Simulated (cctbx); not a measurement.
## Symmetry from intensities

Cell: a = 15.8890 Å, b = 15.8890 Å, c = 7.3050 Å, α = 90.00°, β = 90.00°, γ = 120.00°. Expected content of the cell: W21 Rb18 O63.

The data are simulated with cctbx, not measured: synchrotron X-rays, λ = 0.4959 Å, to d = 0.75 Å, 50 % of the full sphere, strongest reflection 5000 counts, noise from counting, a 6 % proportional error and a noise floor of 15 counts (s.d.); no absorption, some extinction.

A first pass over the reflections prints:

```text
7893 reflections to d = 0.750 A
centring   violations  <I/sigma> of those
    A        187 of  3956      0.8
    B        189 of  3861      0.8
    C        180 of  3921      0.7
    I        185 of  3987      0.8
    R          0 of  5294      0.0
    F        278 of  5869      0.8
Laue class    unique    Rint  (classes that these axes allow; Friedel mates merged)
R -3 :H           872   0.099
R -3 m :H         491   0.850
space group    extra absences  I>4sigma  <I/sigma>
R 3 :H                  0          0         -  acentric
R -3 :H                 0          0         -  centric
Wilson B = 0.64 A^2   <|E^2-1|> = 1.574 (0.968 centric, 0.736 acentric)   E^2>4: 9.0 %
shell (A)         n   <I/sigma>
 7.94 - 1.50    109      3.3
 1.50 - 1.19    105      4.0
 1.19 - 1.04    103      3.8
 1.04 - 0.95    116      4.1
 0.95 - 0.88    108      3.2
 0.88 - 0.83    114      4.6
 0.83 - 0.78    105      2.5
 0.78 - 0.75    112      3.2
```

Q: Read the symmetry from these tables.

The reflections that R centring forbids are absent (⟨I/σ⟩ near 0), so the lattice is R.

Rint stays low (0.099) up to R -3 :H and is 0.850 or more in the other classes.

2 settings pass the absence test. No glide or screw absences show, which leaves R 3 and R -3.

⟨|E²−1|⟩ = 1.574 is above even the centric ideal, a mark of pseudo-translation (a class of systematically weak reflections). The Wilson B of 0.64 Å² means U ≈ 0.0081 Å².

The true group is R-3 (no. 148), Laue class -3, centrosymmetric. The tables only narrow the choice to the tied entries; cell content, site symmetry and trial solutions must settle it.

This is a model crystal, built by substitution and not relaxed, with assumed displacement parameters.

[Logs are printed without paths, hosts, clocks, repeated set-up lines and the standing remarks that a program may print on its own settings, such as how far it seeks lower states.]
